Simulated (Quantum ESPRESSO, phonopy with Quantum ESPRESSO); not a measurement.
# KCl (Fm-3m): phonons against volume

Which modes of KCl drive its thermal expansion?

Experimental results on record:
- volume expansion coefficient 111.3 1e-6/K and heat capacity C_P per formula unit 51.7 J/mol/K near room temperature (given in “High-Throughput Prediction of Finite-Temperature Properties using the Quasi-Harmonic Approximation”, 2016, arXiv:1603.06924)
- volume expansion coefficient 114.9 1e-6/K near room temperature (given in “Descriptors for thermal expansion in solids”, 2017, arXiv:1701.03966)

Program: Quantum ESPRESSO 7.5. Level of theory: DFT LDA, scalar-relativistic, plane waves, GBRV ultrasoft pseudopotentials. Results are calculated unless marked as measured.

Report form: the programs' logs are mostly left out.

### 1. Starting point

It takes space group Fm-3m (No. 225, cubic). Conventional cell: a = 6.293 Å, b = 6.293 Å, c = 6.293 Å, α = 90.00°, β = 90.00°, γ = 90.00°. Nearest to K lie 6 Cl at 3.15 Å. Cl has 6 K at 3.15 Å nearest. Farther neighbours and most contacts between anions are not listed.

### 2. Probe on a coarse mesh

Before spending time, one coarse run tells the gap and the pressure of the starting cell.

probe.in

```
&CONTROL
  calculation = 'scf'
  prefix      = 'x'
  outdir      = './tmp'
  pseudo_dir  = './pseudo'
  tprnfor     = .true.
  tstress     = .true.
  verbosity   = 'high'
/
&SYSTEM
  ibrav       = 0
  nat         = 2
  ntyp        = 2
  ecutwfc     = 40.0
  ecutrho     = 240.0
  occupations = 'smearing'
  smearing    = 'gaussian'
  degauss     = 0.01
/
&ELECTRONS
  conv_thr         = 1.0d-07
  mixing_beta      = 0.7
  electron_maxstep = 100
/
ATOMIC_SPECIES
 K      39.0983  K.upf
 Cl     35.4500  Cl.upf
CELL_PARAMETERS angstrom
     0.000000000    3.146470000    3.146470000
     3.146470000    0.000000000    3.146470000
     3.146470000    3.146470000    0.000000000
ATOMIC_POSITIONS crystal
 K      0.000000000   0.000000000   0.000000000
 Cl     0.500000000   0.500000000   0.500000000
K_POINTS automatic
 6 6 6 0 0 0
```

Command:

```
$ OMP_NUM_THREADS=1 mpirun -n 4 pw.x -nk 4 -in probe.in > probe.out
```

It took 4.7 s on 4 MPI ranks of Intel Xeon Platinum 8488C (Sapphire Rapids), shared host; 18 s of CPU time.

This step gave:

| Item | Value |
| --- | --- |
| volume per atom | 31.15 Å³ |
| pressure | -2.633 GPa |
| gap on the k-mesh | 4.741 eV |

The start is under -2.6 GPa at this level and looks like an insulator or semiconductor on this mesh.

### 3. Relaxation

Phonons are second derivatives about a minimum, so cell and atoms are relaxed first, inside the symmetry of the start.

relax.in

```
&CONTROL
  calculation   = 'vc-relax'
  prefix        = 'x'
  outdir        = './tmp'
  pseudo_dir    = './pseudo'
  tprnfor       = .true.
  tstress       = .true.
  forc_conv_thr = 2.0d-05
  etot_conv_thr = 1.0d-07
  nstep         = 40
/
&SYSTEM
  ibrav       = 0
  nat         = 2
  ntyp        = 2
  ecutwfc     = 40.0
  ecutrho     = 240.0
  occupations = 'fixed'
  nbnd        = 10
/
&ELECTRONS
  conv_thr         = 1.0d-11
  mixing_beta      = 0.7
  electron_maxstep = 100
/
&IONS
/
&CELL
  press_conv_thr = 0.1
/
ATOMIC_SPECIES
 K      39.0983  K.upf
 Cl     35.4500  Cl.upf
CELL_PARAMETERS angstrom
     0.000000000    3.146470000    3.146470000
     3.146470000    0.000000000    3.146470000
     3.146470000    3.146470000    0.000000000
ATOMIC_POSITIONS crystal
 K      0.000000000   0.000000000   0.000000000
 Cl     0.500000000   0.500000000   0.500000000
K_POINTS automatic
 4 4 4 0 0 0
```

Command:

```
$ OMP_NUM_THREADS=1 mpirun -n 4 pw.x -nk 4 -in relax.in > relax.out
```

Wall time 30 s (4 MPI ranks); 2 min of CPU time.

Relaxation path:

| step | energy less that of the first step (eV) | largest force (eV/Å) | volume (Å³) |
| --- | --- | --- | --- |
| 1 | 0.0000 | 0.0000 | 62.30 |
| 2 | -0.0130 | 0.0000 | 61.47 |
| 3 | -0.0299 | 0.0000 | 60.24 |
| 4 | -0.0492 | 0.0000 | 58.42 |
| 5 | -0.0628 | 0.0000 | 55.76 |
| 6 | -0.0631 | 0.0000 | 55.27 |
| 7 | -0.0631 | 0.0000 | 55.31 |
| 8 | -0.0631 | 0.0000 | 55.31 |
| 9 | -0.0411 | 0.0000 | 55.31 |

| conventional cell, symmetrised | before | after | change |
| --- | --- | --- | --- |
| a (Å) | 6.293 | 6.048 | -3.9 % |
| b (Å) | 6.293 | 6.048 | -3.9 % |
| c (Å) | 6.293 | 6.048 | -3.9 % |
| volume (Å³/atom) | 31.15 | 27.66 | -11.2 % |

Final coordinates:

```cif
data_structure
_symmetry_space_group_name_H-M 'P 1'
_symmetry_Int_Tables_number 1
_cell_length_a 4.2767
_cell_length_b 4.2767
_cell_length_c 4.2767
_cell_angle_alpha 60.000
_cell_angle_beta 60.000
_cell_angle_gamma 60.000
_cell_volume 55.31
loop_
_atom_site_label
_atom_site_type_symbol
_atom_site_fract_x
_atom_site_fract_y
_atom_site_fract_z
_atom_site_occupancy
K1 K 0.00000 0.00000 0.00000 1
Cl2 Cl 0.50000 0.50000 0.50000 1
```

A gap read on the k-mesh alone can miss the band edges.

Numbers from this step:

| Quantity | Value |
| --- | --- |
| volume per atom | 27.66 Å³ |
| pressure | -0.4080 GPa |
| gap on the k-mesh | 5.161 eV |

After the last step pw.x solved the final cell once more on a basis chosen for it, which moves the energy without moving the atoms.

### 4. Self-consistent run

A tight ground state at this cell gives the energy of this member; its pressure is the stress at this cutoff, which can carry an offset from the finite basis.

scf.in

```
&CONTROL
  calculation = 'scf'
  prefix      = 'x'
  outdir      = './tmp'
  pseudo_dir  = './pseudo'
  tprnfor     = .true.
  tstress     = .true.
/
&SYSTEM
  ibrav       = 0
  nat         = 2
  ntyp        = 2
  ecutwfc     = 40.0
  ecutrho     = 240.0
  occupations = 'fixed'
  nbnd        = 10
/
&ELECTRONS
  conv_thr         = 1.0d-12
  mixing_beta      = 0.7
  electron_maxstep = 100
/
ATOMIC_SPECIES
 K      39.0983  K.upf
 Cl     35.4500  Cl.upf
CELL_PARAMETERS angstrom
     0.000000000    3.024079161    3.024079161
     3.024079161    0.000000000    3.024079161
     3.024079161    3.024079161    0.000000000
ATOMIC_POSITIONS crystal
 K      0.000000000   0.000000000   0.000000000
 Cl     0.500000000   0.500000000   0.500000000
K_POINTS automatic
 4 4 4 0 0 0
```

Command:

```
$ OMP_NUM_THREADS=1 mpirun -n 4 pw.x -nk 4 -in scf.in > scf.out
```

The job ended after 5 s (4 MPI ranks).

On a basis chosen for the relaxed cell the pressure is -0.41 GPa; this rest, from the change of basis and mesh, shifts the reference volume slightly, and the fit over volumes finds the true minimum.

### 5. Born charges and dielectric tensor

In a polar crystal the Born charges and ε∞ give the long-range dipole term that a finite supercell misses. They are those of this k-mesh and were not tested on a denser one; where the gap is small they converge slowly, and the LO modes with them.

ph.in

```
phonons
&INPUTPH
  prefix = 'x'
  outdir = './tmp'
  fildyn = 'x.dyn'
  tr2_ph = 1.0d-18
  epsil  = .true.
/
0.000000000 0.000000000 0.000000000
```

scf.in is that of step 4.

Command:

```
$ OMP_NUM_THREADS=1 mpirun -n 4 ph.x -nk 4 -in ph.in > ph.out
```

Elapsed: 40 s, on 4 MPI ranks.

This step gave:

```yaml
gamma_frequencies: -10.09, -10.09, -10.09, 166.5, 166.5, 166.5 cm⁻¹ (negative: imaginary)
gamma_symmetry: T_1u G_15 G_4- I, T_1u G_15 G_4- I, T_1u G_15 G_4- I, T_1u G_15 G_4- I, T_1u G_15 G_4- I, T_1u G_15 G_4- I
```

ε∞:

```
2.54 0.00 0.00
0.00 2.54 0.00
0.00 0.00 2.54
```

Born charge (rows field, columns displacement), before the sum rule (e), principal values of the symmetric part by kind of site:

| atom | atoms with these values | low | middle | high | mean |
| --- | --- | --- | --- | --- | --- |
| K1 | 1 | 1.09 | 1.09 | 1.09 | 1.09 |
| Cl2 | 1 | -1.12 | -1.12 | -1.12 | -1.12 |

In full for Cl2:

```
-1.12  0.00  0.00
 0.00 -1.12  0.00
 0.00  0.00 -1.12
```

The Born charges sum to zero within 0.023 e; the rest is removed before use. Acoustic frequencies in this log differ from zero by the error of the sum rule, which ph.x does not impose.

### 6. A displaced supercell

One atom (for the harmonic constants) or a pair of atoms (for the cubic ones) is moved by a few hundredths of an ångström; the forces on all atoms give a column of force constants. The threshold is tight because the forces are small.

System of this step: KCl. Symmetry: Imm2, No. 44, orthorhombic system. The conventional cell has a = 8.553 Å, b = 12.096 Å, c = 8.553 Å, α = 90.00°, β = 90.00°, γ = 90.00°. Nearest to K lie 6 Cl at 3.01 to 3.04 Å. Nearest to K lie 6 Cl at 3.02 Å. Nearest to Cl lie 6 K at 3.02 Å. Farther neighbours and most contacts between anions are not listed.

disp-00001.in

```
&CONTROL
  calculation = 'scf'
  prefix      = 'x'
  outdir      = './tmp'
  pseudo_dir  = './pseudo'
  tprnfor     = .true.
  disk_io     = 'none'
/
&SYSTEM
  ibrav       = 0
  nat         = 16
  ntyp        = 2
  ecutwfc     = 40.0
  ecutrho     = 240.0
  occupations = 'fixed'
  nbnd        = 66
/
&ELECTRONS
  conv_thr         = 1.0d-11
  mixing_beta      = 0.7
  electron_maxstep = 100
/
ATOMIC_SPECIES
 K      39.0983  K.upf
 Cl     35.4500  Cl.upf
CELL_PARAMETERS angstrom
     0.000000000    6.048158322    6.048158322
     6.048158322    0.000000000    6.048158322
     6.048158322    6.048158322    0.000000000
ATOMIC_POSITIONS crystal
 K      0.002338255   0.000000000   0.000000000
 K      0.500000000   0.000000000   0.000000000
 K      0.000000000   0.500000000   0.000000000
 K      0.500000000   0.500000000   0.000000000
 K      0.000000000   0.000000000   0.500000000
 K      0.500000000   0.000000000   0.500000000
 K      0.000000000   0.500000000   0.500000000
 K      0.500000000   0.500000000   0.500000000
 Cl     0.250000000   0.250000000   0.250000000
 Cl     0.750000000   0.250000000   0.250000000
 Cl     0.250000000   0.750000000   0.250000000
 Cl     0.750000000   0.750000000   0.250000000
 Cl     0.250000000   0.250000000   0.750000000
 Cl     0.750000000   0.250000000   0.750000000
 Cl     0.250000000   0.750000000   0.750000000
 Cl     0.750000000   0.750000000   0.750000000
K_POINTS automatic
 3 3 3 0 0 0
```

Command:

```
$ OMP_NUM_THREADS=1 mpirun -n 2 pw.x -nk 2 -in disp-00001.in > disp-00001.out
```

Run time: 5.9 min. Hardware: 2 MPI ranks.

Numbers from this step:

| Quantity | Value |
| --- | --- |
| gap on the k-mesh | 5.162 eV |

At this level the gap is 5.16 eV on the k-mesh of the self-consistent run, which can miss the band edges.

### 7. A displaced supercell

disp-00002.in, as its differences from disp-00001.in of step 6:

```diff
@@ -30,3 +30,3 @@
 ATOMIC_POSITIONS crystal
- K      0.002338255   0.000000000   0.000000000
+ K      0.000000000   0.000000000   0.000000000
  K      0.500000000   0.000000000   0.000000000
@@ -38,3 +38,3 @@
  K      0.500000000   0.500000000   0.500000000
- Cl     0.250000000   0.250000000   0.250000000
+ Cl     0.252338255   0.250000000   0.250000000
  Cl     0.750000000   0.250000000   0.250000000
```

Command:

```
$ OMP_NUM_THREADS=1 mpirun -n 2 pw.x -nk 2 -in disp-00002.in > disp-00002.out
```

Elapsed: 6.1 min, on 2 MPI ranks.

### 8. Phonons, V/V0 1

This step: DFT LDA, scalar-relativistic, plane waves, GBRV ultrasoft pseudopotentials (phonopy with Quantum ESPRESSO 4.10.0 / 7.5).

Wall time 6.1 min (4 threads).

Numbers from this step:

```
point group                              : m-3m
highest frequency                        : 225.5 cm⁻¹
Debye temperature from the second moment : 254 K
lowest frequency on the path             : 0 cm⁻¹
zero-point energy                        : 0.04839 eV/cell
Γ frequencies                            : 0, 0, 0, 166.9, 166.9, 166.9 cm⁻¹ (negative: imaginary)
```

Phonopy, LO-TO term from ph.x's tensors. Phonon branches along the path, in cm⁻¹:

| point | branch 1 | branch 2 | branch 3 | branch 4 | branch 5 | branch 6 |
| --- | --- | --- | --- | --- | --- | --- |
| Γ | 0 | 0 | 0 | 167 | 167 | 226 |
| halfway | 45 | 45 | 128 | 171 | 171 | 177 |
| X | 55 | 55 | 104 | 172 | 172 | 178 |
| halfway | 62 | 72 | 101 | 169 | 171 | 178 |
| U | 80 | 93 | 105 | 160 | 167 | 177 |
| jump to K | 80 | 93 | 105 | 160 | 167 | 177 |
| halfway | 55 | 97 | 114 | 141 | 173 | 194 |
| Γ | 0 | 0 | 0 | 167 | 167 | 226 |
| halfway | 71 | 71 | 92 | 156 | 156 | 211 |
| L | 120 | 120 | 129 | 129 | 161 | 170 |
| halfway | 98 | 98 | 138 | 138 | 166 | 170 |
| W | 83 | 83 | 131 | 133 | 176 | 176 |
| halfway | 65 | 86 | 98 | 162 | 173 | 178 |
| X | 55 | 55 | 104 | 172 | 172 | 178 |

Harmonic. Thermo, by row:

| T (K) | F_vib (meV/atom) | S (J/mol-atom/K) | C_V (J/mol-atom/K) |
| --- | --- | --- | --- |
| 0 | 24.19 | 0 | 0 |
| 50 | 23.49 | 4.622 | 9.558 |
| 100 | 18.5 | 14.53 | 18.55 |
| 150 | 8.76 | 22.76 | 21.73 |
| 200 | -4.77 | 29.21 | 23.05 |
| 250 | -21.31 | 34.43 | 23.7 |
| 300 | -40.31 | 38.79 | 24.07 |
| 350 | -61.4 | 42.52 | 24.29 |
| 400 | -84.3 | 45.77 | 24.44 |
| 450 | -108.8 | 48.66 | 24.55 |
| 500 | -134.7 | 51.25 | 24.62 |
| 550 | -161.8 | 53.6 | 24.67 |
| 600 | -190.2 | 55.74 | 24.72 |
| 650 | -219.6 | 57.72 | 24.75 |
| 700 | -250 | 59.56 | 24.77 |
| 750 | -281.3 | 61.27 | 24.8 |
| 800 | -313.5 | 62.87 | 24.81 |
| 850 | -346.4 | 64.38 | 24.83 |
| 900 | -380.2 | 65.79 | 24.84 |
| 950 | -414.6 | 67.14 | 24.85 |
| 1000 | -449.8 | 68.41 | 24.86 |

The modes has structure finer than the step of the table below, so its rows give means over 10 cm⁻¹, whole bins alone (the curve runs from -10 to 241 cm⁻¹). Peaks (cm⁻¹: height): Cl 84.9: 0.0207, 95.9: 0.0207, 129.1: 0.0269, 173.4: 0.0571; K 84.9: 0.0231, 105.4: 0.0252, 116.5: 0.0264, 173.4: 0.0636.

Phonopy on the run's constants, 17x17x17 mesh, Gaussian sigma 2.0 cm⁻¹. Table of modes by wavenumber; means over each step; values in 1/cm⁻¹/cell:

| wavenumber (cm⁻¹) | Cl | K |
| --- | --- | --- |
| 0 | 2.8e-5 | 3.3e-5 |
| 10 | 1.2e-4 | 1.3e-4 |
| 20 | 5.6e-4 | 6.1e-4 |
| 30 | 0.00138 | 0.00151 |
| 40 | 0.00279 | 0.00305 |
| 50 | 0.00627 | 0.00680 |
| 60 | 0.0122 | 0.0131 |
| 70 | 0.0145 | 0.0157 |
| 80 | 0.0159 | 0.0176 |
| 90 | 0.0169 | 0.0193 |
| 100 | 0.0173 | 0.0215 |
| 110 | 0.0138 | 0.0213 |
| 120 | 0.0139 | 0.0158 |
| 130 | 0.0222 | 0.0150 |
| 140 | 0.0224 | 0.0159 |
| 150 | 0.0268 | 0.0191 |
| 160 | 0.0317 | 0.0268 |
| 170 | 0.0483 | 0.0509 |
| 180 | 0.0203 | 0.0227 |
| 190 | 0.00489 | 0.00542 |
| 200 | 0.00363 | 0.00372 |
| 210 | 0.00264 | 0.00256 |
| 220 | 0.00138 | 0.00128 |
| 230 | 7.5e-5 | 6.9e-5 |

No LO-TO term. The modes at Γ (shares of kinetic energy by element, %):

| mode | frequency (cm⁻¹) | symmetry | K % | Cl % |
| --- | --- | --- | --- | --- |
| 1 | 0.0 | T1u | 52 | 48 |
| 2 | 0.0 | T1u | 52 | 48 |
| 3 | 0.0 | T1u | 52 | 48 |
| 4 | 166.9 | T1u | 48 | 52 |
| 5 | 166.9 | T1u | 48 | 52 |
| 6 | 166.9 | T1u | 48 | 52 |

Displacements in mode 4 (166.9 cm⁻¹), the largest set to 1:
```
K1   0.00  0.00 -0.91
Cl2  0.00  0.00  1.00
```

No mode is imaginary beyond numerical noise along the path.

The time given is that of the 2 pw.x runs on displaced cells behind this step.

### 9. Ground state at this cell, V/V0 1.015

This step: DFT LDA, scalar-relativistic, plane waves, GBRV ultrasoft pseudopotentials (Quantum ESPRESSO 7.5).

System of this step: KCl. It takes space group Fm-3m (No. 225, cubic). Conventional cell: a = 6.078 Å, b = 6.078 Å, c = 6.078 Å, α = 90.00°, β = 90.00°, γ = 90.00°. Nearest to K lie 6 Cl at 3.04 Å. Nearest to Cl lie 6 K at 3.04 Å. Farther neighbours and most contacts between anions are not listed.

scf.in: that of step 5 with these lines changed.

```diff
@@ -26,5 +26,5 @@
 CELL_PARAMETERS angstrom
-     0.000000000    3.024079161    3.024079161
-     3.024079161    0.000000000    3.024079161
-     3.024079161    3.024079161    0.000000000
+     0.000000000    3.039124579    3.039124579
+     3.039124579    0.000000000    3.039124579
+     3.039124579    3.039124579    0.000000000
 ATOMIC_POSITIONS crystal
```

Command:

```
$ OMP_NUM_THREADS=1 mpirun -n 4 pw.x -nk 4 -in scf.in > scf.out
```

Elapsed: 4.4 s, on 4 MPI ranks.

At this level the gap is 5.11 eV on the k-mesh of the self-consistent run, which can miss the band edges.

### 10. Zone-centre response

ph.in is that of step 5.

scf.in is that of step 9.

Command:

```
$ OMP_NUM_THREADS=1 mpirun -n 4 ph.x -nk 4 -in ph.in > ph.out
```

The job ended after 29 s (4 MPI ranks; 1.9 min of CPU time).

ε∞:

```
2.53 0.00 0.00
0.00 2.53 0.00
0.00 0.00 2.53
```

The Born charges sum to zero within 0.023 e; the rest is removed before use. Acoustic frequencies in this log differ from zero by the error of the sum rule, which ph.x does not impose.

### 11. Forces on a displaced cell

System of this step: KCl. The structure is orthorhombic, space group Imm2 (No. 44). Conventional cell: a = 8.596 Å, b = 12.156 Å, c = 8.596 Å, α = 90.00°, β = 90.00°, γ = 90.00°. Nearest to K lie 6 Cl at 3.03 to 3.05 Å. Nearest to K lie 6 Cl at 3.04 Å. K has 6 Cl at 3.04 Å nearest. Cl has 6 K at 3.04 Å nearest. Farther neighbours and most contacts between anions are not listed.

disp-00001.in: that of step 6 with these lines changed.

```diff
@@ -26,7 +26,7 @@
 CELL_PARAMETERS angstrom
-     0.000000000    6.048158322    6.048158322
-     6.048158322    0.000000000    6.048158322
-     6.048158322    6.048158322    0.000000000
+     0.000000000    6.078249157    6.078249157
+     6.078249157    0.000000000    6.078249157
+     6.078249157    6.078249157    0.000000000
 ATOMIC_POSITIONS crystal
- K      0.002338255   0.000000000   0.000000000
+ K      0.002326679   0.000000000   0.000000000
  K      0.500000000   0.000000000   0.000000000
```

Command:

```
$ OMP_NUM_THREADS=1 mpirun -n 2 pw.x -nk 2 -in disp-00001.in > disp-00001.out
```

Elapsed: 6 min, on 2 MPI ranks; 12 min of CPU time.

### 12. Phonons, V/V0 1.015

This step: DFT LDA, scalar-relativistic, plane waves, GBRV ultrasoft pseudopotentials (phonopy with Quantum ESPRESSO 4.10.0 / 7.5).

It took 6 min on 4 threads.

Phonopy, LO-TO term from ph.x's tensors. Phonon branches along the path, in cm⁻¹:

| point | branch 1 | branch 2 | branch 3 | branch 4 | branch 5 | branch 6 |
| --- | --- | --- | --- | --- | --- | --- |
| Γ | 0 | 0 | 0 | 161 | 161 | 221 |
| halfway | 46 | 46 | 124 | 165 | 165 | 175 |
| X | 57 | 57 | 105 | 166 | 166 | 171 |
| halfway | 63 | 72 | 102 | 163 | 165 | 171 |
| U | 78 | 94 | 104 | 154 | 161 | 171 |
| jump to K | 78 | 94 | 104 | 154 | 161 | 171 |
| halfway | 55 | 94 | 111 | 136 | 167 | 190 |
| Γ | 0 | 0 | 0 | 161 | 161 | 221 |
| halfway | 69 | 69 | 91 | 151 | 151 | 206 |
| L | 116 | 116 | 125 | 125 | 158 | 167 |
| halfway | 96 | 97 | 134 | 135 | 161 | 165 |
| W | 84 | 84 | 127 | 129 | 170 | 170 |
| halfway | 66 | 85 | 99 | 156 | 167 | 171 |
| X | 57 | 57 | 105 | 166 | 166 | 171 |

No mode is imaginary beyond numerical noise along the path. The highest zone-centre mode (no LO–TO term) moved by -3.3 % for a volume change of +1.5 %.

The time given is that of the 2 pw.x runs on displaced cells behind this step.

### 13. Self-consistent run, V/V0 0.985

This step: DFT LDA, scalar-relativistic, plane waves, GBRV ultrasoft pseudopotentials (Quantum ESPRESSO 7.5).

System of this step: KCl. It takes space group Fm-3m (No. 225, cubic). Conventional cell: a = 6.018 Å, b = 6.018 Å, c = 6.018 Å, α = 90.00°, β = 90.00°, γ = 90.00°. Nearest to K lie 6 Cl at 3.01 Å. Nearest to Cl lie 6 K at 3.01 Å. Farther neighbours and most contacts between anions are not listed.

scf.in: that of step 10 with these lines changed.

```diff
@@ -26,5 +26,5 @@
 CELL_PARAMETERS angstrom
-     0.000000000    3.039124579    3.039124579
-     3.039124579    0.000000000    3.039124579
-     3.039124579    3.039124579    0.000000000
+     0.000000000    3.008882527    3.008882527
+     3.008882527    0.000000000    3.008882527
+     3.008882527    3.008882527    0.000000000
 ATOMIC_POSITIONS crystal
```

Command:

```
$ OMP_NUM_THREADS=1 mpirun -n 4 pw.x -nk 4 -in scf.in > scf.out
```

The job ended after 4.6 s (4 MPI ranks).

The run ends at a pressure of -0.01 GPa.

### 14. Born charges and dielectric tensor

ph.in is that of step 10.

scf.in is that of step 13.

Command:

```
$ OMP_NUM_THREADS=1 mpirun -n 4 ph.x -nk 4 -in ph.in > ph.out
```

Elapsed: 42 s, on 4 MPI ranks; 2.7 min of CPU time.

The Born charges sum to zero within 0.024 e; the rest is removed before use. Acoustic frequencies in this log differ from zero by the error of the sum rule, which ph.x does not impose.

### 15. Forces on a displaced cell

System of this step: KCl. It takes space group Imm2 (No. 44, orthorhombic). The conventional cell has a = 8.510 Å, b = 12.036 Å, c = 8.510 Å, α = 90.00°, β = 90.00°, γ = 90.00°. K has 6 Cl at 2.99 to 3.02 Å nearest. K has 6 Cl at 3.01 Å nearest. Nearest to K lie 6 Cl at 3.01 Å. Cl has 6 K at 3.01 Å nearest. Farther neighbours and most contacts between anions are not listed.

disp-00001.in: that of step 11 with these lines changed.

```diff
@@ -26,7 +26,7 @@
 CELL_PARAMETERS angstrom
-     0.000000000    6.078249157    6.078249157
-     6.078249157    0.000000000    6.078249157
-     6.078249157    6.078249157    0.000000000
+     0.000000000    6.017765054    6.017765054
+     6.017765054    0.000000000    6.017765054
+     6.017765054    6.017765054    0.000000000
 ATOMIC_POSITIONS crystal
- K      0.002326679   0.000000000   0.000000000
+ K      0.002350064   0.000000000   0.000000000
  K      0.500000000   0.000000000   0.000000000
```

Command:

```
$ OMP_NUM_THREADS=1 mpirun -n 2 pw.x -nk 2 -in disp-00001.in > disp-00001.out
```

Wall time 5.2 min (2 MPI ranks).

(Part 1 of 2 ends here.)

[Logs are printed without paths, hosts, clocks, repeated set-up lines and the standing remarks that a program may print on its own settings, such as how far it seeks lower states.]

[Hosts, paths, dates, database ids (printed as entryN), source tags and the programs' standing remarks are cut or masked in the printed files.]

[A step with changed settings may run another functional than the one named; its input shows which.]

[Of the runs on displaced cells, only some may be shown.]
